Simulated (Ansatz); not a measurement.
## Bands, cutoff and cost in G0W0 for InP (F-43m)

Aim: see how the G0W0 gap of InP (F-43m) on PBE moves with empty bands and screening cutoff, and what each rung costs.

Main program and level: Ansatz 0.2.0; G0W0 on PBE, plane waves, PAW; PAW set soft_1.

Report form: the programs' logs are mostly left out.

## 1. Starting point

The structure is cubic, space group F-43m (No. 216). Conventional cell: a = 5.869 Å, b = 5.869 Å, c = 5.869 Å, α = 90.00°, β = 90.00°, γ = 90.00°. Nearest to In lie 4 P at 2.54 Å. Nearest to P lie 4 In at 2.54 Å. Farther neighbours are not listed.

As a file:

```cif
data_structure
_symmetry_space_group_name_H-M 'P 1'
_symmetry_Int_Tables_number 1
_cell_length_a 4.1498
_cell_length_b 4.1498
_cell_length_c 4.1498
_cell_angle_alpha 60.000
_cell_angle_beta 60.000
_cell_angle_gamma 60.000
_cell_volume 50.53
loop_
_atom_site_label
_atom_site_type_symbol
_atom_site_fract_x
_atom_site_fract_y
_atom_site_fract_z
_atom_site_occupancy
In1 In 0.00000 0.00000 0.00000 1
P2 P 0.25000 0.25000 0.25000 1
```

The cell and positions come from the Crystallography Open Database and are kept as given unless a step says otherwise.

## 2. 53 empty bands, screening to 60 eV

G0W0 replaces the xc potential by the self-energy, built once from these orbitals. Only a window of levels is corrected, while the sums run over the empty bands that the input names. This step takes PAW set soft_1 files.

File input.yaml:

```yaml
crystal:
  lattice:
    - [0.0, 2.93435, 2.93435]
    - [2.93435, 0.0, 2.93435]
    - [2.93435, 2.93435, 0.0]
  atoms:
    - { symbol: In, position: [0.0, 0.0, 0.0] }
    - { symbol: P, position: [0.25, 0.25, 0.25] }
kpoints:
  mp_grid: { grid: [4, 4, 4] }
hamiltonian:
  xc: pbe
  pseudopotentials: { kind: paw, azcp: { folder: soft_1 } }
scf:
  occupations: { method: fixed }
gw:
  n_empty_bands: 53
  ecut_chi: 60
  qp_bands: [v2, c2]
  qp_kpoints: band_edges
  screening: { model: contour_deformation }
```

Run with:

```
$ ansatz run input.yaml --threads 3 --pin off --max-ram 92160MiB --backend cuda --events-out ev --progress --plain --runs-dir out --devices 1 --max-vram 13GiB
```

Run time: 6.9 s. Hardware: 1 × NVIDIA H100 80GB HBM3 (shared by 6 runs) with 3 threads of AMD EPYC 7R13 (Zen 3), shared host; peak memory 0.99 GiB; 9.2 s of CPU time.

Numbers from this step:

| Property | Result |
| --- | --- |
| bands summed | 62 |
| RPA ε∞ on this mesh (eigenvalues) | 47.32, 47.32, 47.32 |
| plane waves in the screening matrix | 59 |
| q-points in the mesh | 64 |
| G0W0 gap on the mesh | 1.168 eV |
| k of the valence top | 0, 0, 0 |
| k of the conduction bottom | 0, 0, 0 |
| starting gap on the mesh | 0.6788 eV |
| Z at the valence top | 0.7371 |
| Z at the conduction bottom | 0.7565 |
| least direct G0W0 gap on the computed points | 1.168 eV |

The gap on the mesh goes from 0.68 eV to 1.17 eV, a correction of +0.49 eV. Between the two edge states, bare exchange in place of the xc potential would open the gap by 5.92 eV, and correlation takes back 5.43 eV.

## 3. 150 empty bands, screening to 120 eV

Bands and screening cutoff are moved together, since each hides the error of the other.

input.yaml, as its differences from that of step 2:

```diff
@@ -16,4 +16,4 @@
 gw:
-  n_empty_bands: 53
-  ecut_chi: 60
+  n_empty_bands: 150
+  ecut_chi: 120
   qp_bands: [v2, c2]
```

It took 14 s on 1 × NVIDIA H100 80GB HBM3 (shared by 6 runs) with 3 threads; peak memory 1 GiB.

This step gave:

* bands summed: 159
* RPA ε∞ on this mesh (eigenvalues): 47.15, 47.15, 47.15
* plane waves in the screening matrix: 169
* q-points in the mesh: 64
* G0W0 gap on the mesh: 1.178 eV
* k of the valence top: 0, 0, 0
* k of the conduction bottom: 0, 0, 0
* starting gap on the mesh: 0.6788 eV
* Z at the valence top: 0.7331
* Z at the conduction bottom: 0.7533
* least direct G0W0 gap on the computed points: 1.178 eV

Against the run with 4×4×4 mesh, 53 empty bands, screening to 60 eV, PAW set soft_1 files, the gap moves by +0.010 eV.

## 4. 324 empty bands, screening to 200 eV

input.yaml, as its differences from that of step 3:

```diff
@@ -16,4 +16,4 @@
 gw:
-  n_empty_bands: 150
-  ecut_chi: 120
+  n_empty_bands: 324
+  ecut_chi: 200.0
   qp_bands: [v2, c2]
```

It took 15 s on 1 × NVIDIA H100 80GB HBM3 (shared by 6 runs) with 3 threads; peak memory 1.2 GiB; 18 s of CPU time.

Numbers from this step:

```yaml
bands_summed: 333
rpa_eps_infinity_on_this_mesh_eigenvalues: 47.15, 47.15, 47.15
plane_waves_in_the_screening_matrix: 331
g0w0_gap_on_the_mesh: 1.140 eV
k_of_the_valence_top: 0, 0, 0
k_of_the_conduction_bottom: 0, 0, 0
starting_gap_on_the_mesh: 0.6788 eV
least_direct_g0w0_gap_on_the_computed_points: 1.140 eV
```

Against the run with 4×4×4 mesh, 150 empty bands, screening to 120 eV, PAW set soft_1 files, the gap moves by −0.04 eV.

## 5. Changing the frequency model: 4×4×4 mesh, 150 empty bands, screening to 120 eV, plasmon pole, PAW set soft_1 files

A plasmon pole stands in for the full frequency dependence of the screening; this run shows what that costs in accuracy. Bands and cutoff differ from the step before, so it is read against an earlier run that matches them.

input.yaml, as its differences from that of step 4:

```diff
@@ -16,6 +16,6 @@
 gw:
-  n_empty_bands: 324
-  ecut_chi: 200.0
+  n_empty_bands: 150
+  ecut_chi: 120
   qp_bands: [v2, c2]
   qp_kpoints: band_edges
-  screening: { model: contour_deformation }
+  screening: { model: godby_needs }
```

Elapsed: 13 s, on 1 × NVIDIA H100 80GB HBM3 (shared by 6 runs) with 3 threads; peak memory 1.1 GiB.

This step gave:

* bands summed: 159
* plasmon-pole fit frequency: 22.16 eV
* RPA ε∞ on this mesh (eigenvalues): 47.15, 47.15, 47.15
* plane waves in the screening matrix: 169
* G0W0 gap on the mesh: 1.234 eV
* k of the valence top: 0, 0, 0
* k of the conduction bottom: 0, 0, 0
* starting gap on the mesh: 0.6788 eV
* least direct G0W0 gap on the computed points: 1.234 eV

Against the run with 4×4×4 mesh, 150 empty bands, screening to 120 eV, PAW set soft_1 files, the gap moves by +0.06 eV.

## 6. Changing the files: 4×4×4 mesh, 150 empty bands, screening to 120 eV, hard PAW files

Other atomic data (hard PAW) test the pseudisation: the cutoff goes from 420 to 710 eV and the valence electrons from 18 to 26, which opens shells that were frozen.

This step: G0W0 on PBE, plane waves, PAW.

input.yaml, the sections that differ from step 5:

```yaml
hamiltonian:
  xc: pbe
  pseudopotentials: { kind: paw, source: ansatz }
gw:
  n_empty_bands: 150
  ecut_chi: 120
  qp_bands: [v2, c2]
  qp_kpoints: band_edges
  screening: { model: contour_deformation }
# crystal, kpoints, scf: as in step 5
```

Elapsed: 16 s, on 1 × NVIDIA H100 80GB HBM3 (shared by 6 runs) with 3 threads; peak memory 1.1 GiB; 11 s of CPU time.

This step gave:

| Quantity | Value |
| --- | --- |
| bands summed | 163 |
| RPA ε∞ on this mesh (eigenvalues) | 47.02, 47.02, 47.02 |
| plane waves in the screening matrix | 169 |
| G0W0 gap on the mesh | 1.151 eV |
| k of the valence top | 0, 0, 0 |
| k of the conduction bottom | 0, 0, 0 |
| starting gap on the mesh | 0.6797 eV |
| least direct G0W0 gap on the computed points | 1.151 eV |

Against the run with 4×4×4 mesh, 150 empty bands, screening to 120 eV, PAW set soft_1 files, the gap moves by −0.03 eV.

## 7. The runs together

Times are wall times on 1 × NVIDIA H100 80GB HBM3 (shared by 6 runs) with 3 threads of AMD EPYC 7R13 (Zen 3), shared host, good to a factor of about two.

| mesh | files | frequency | bands summed | cutoff (eV) | start (eV) | G0W0 (eV) | time | host memory (GiB) |
| --- | --- | --- | --- | --- | --- | --- | --- | --- |
| 4×4×4 | PAW set soft_1 | contour deformation | 62 | 60 | 0.679 | 1.168 | 6.9 s | 0.99 |
| 4×4×4 | PAW set soft_1 | contour deformation | 159 | 120 | 0.679 | 1.178 | 14 s | 1.0 |
| 4×4×4 | PAW set soft_1 | contour deformation | 333 | 200 | 0.679 | 1.140 | 15 s | 1.2 |
| 4×4×4 | PAW set soft_1 | plasmon pole | 159 | 120 | 0.679 | 1.234 | 13 s | 1.1 |
| 4×4×4 | hard PAW | contour deformation | 163 | 120 | 0.680 | 1.151 | 16 s | 1.1 |

How the two edges are built up, in eV (the quasiparticle level is the starting level plus Σx plus Σc less Vxc):

| run | edge | start | Σx | Σc | Vxc | Z | QP |
| --- | --- | --- | --- | --- | --- | --- | --- |
| 62 bands | valence top | 7.02 | -16.90 | 1.76 | -15.07 | 0.74 | 6.95 |
| 62 bands | conduction bottom | 7.70 | -9.98 | -3.67 | -14.07 | 0.76 | 8.12 |
| 159 bands | valence top | 7.02 | -16.90 | 1.42 | -15.07 | 0.73 | 6.61 |
| 159 bands | conduction bottom | 7.70 | -9.98 | -4.00 | -14.07 | 0.75 | 7.79 |
| 333 bands | valence top | 7.02 | -16.90 | 1.30 | -15.07 | 0.73 | 6.49 |
| 333 bands | conduction bottom | 7.70 | -9.98 | -4.17 | -14.07 | 0.75 | 7.63 |

## 8. Summary of results

* 62 bands, 60 eV: 1.168 eV
* 159 bands, 120 eV: 1.178 eV
* 333 bands, 200 eV: 1.140 eV
* mesh and start: 4×4×4, PBE

In words: From 62 to 333 bands the gap moves by −0.03 eV while the time grows 2.2-fold. Σc changes by −0.46 eV at the valence top and −0.49 eV at the conduction bottom, so the levels themselves move more than the gap between them. The gap turns back along the series, so no limit is drawn from it. The plasmon-pole model gives +0.06 eV against contour deformation, 11 % of the correction, and saved no time in this program. Hard PAW files move the gap by −0.03 eV at equal bands and cutoff, +0.001 eV of it in the start. The 4×4×4 mesh is coarse for this cell (its supercell is 17 Å along the shortest edge). The RPA ε∞ on it, from the PBE start, is 47.15; such meshes misread the long-range screening, most where the gap is narrow. The RPA ε∞ on this mesh reaches over 25; with a narrow direct gap a coarse mesh can overstate it, and the correction is then too small. The many-body steps are scalar-relativistic: spin-orbit coupling is not in them.

[Paths, hosts, dates, memory and timing lines, banners, echoed tables and standing remarks are left out of the program output.]

[Logs are printed without paths, hosts, clocks, repeated set-up lines and the standing remarks that a program may print on its own settings, such as how far it seeks lower states.]

[Runs of the session that timed out or met a known fault of the program may be left out.]

[Cells called generated may have been cut or substituted from an entry of the Crystallography Open Database or the Materials Project.]

[Hosts, paths, dates, database ids (printed as entryN), source tags and the programs' standing remarks are cut or masked in the printed files.]
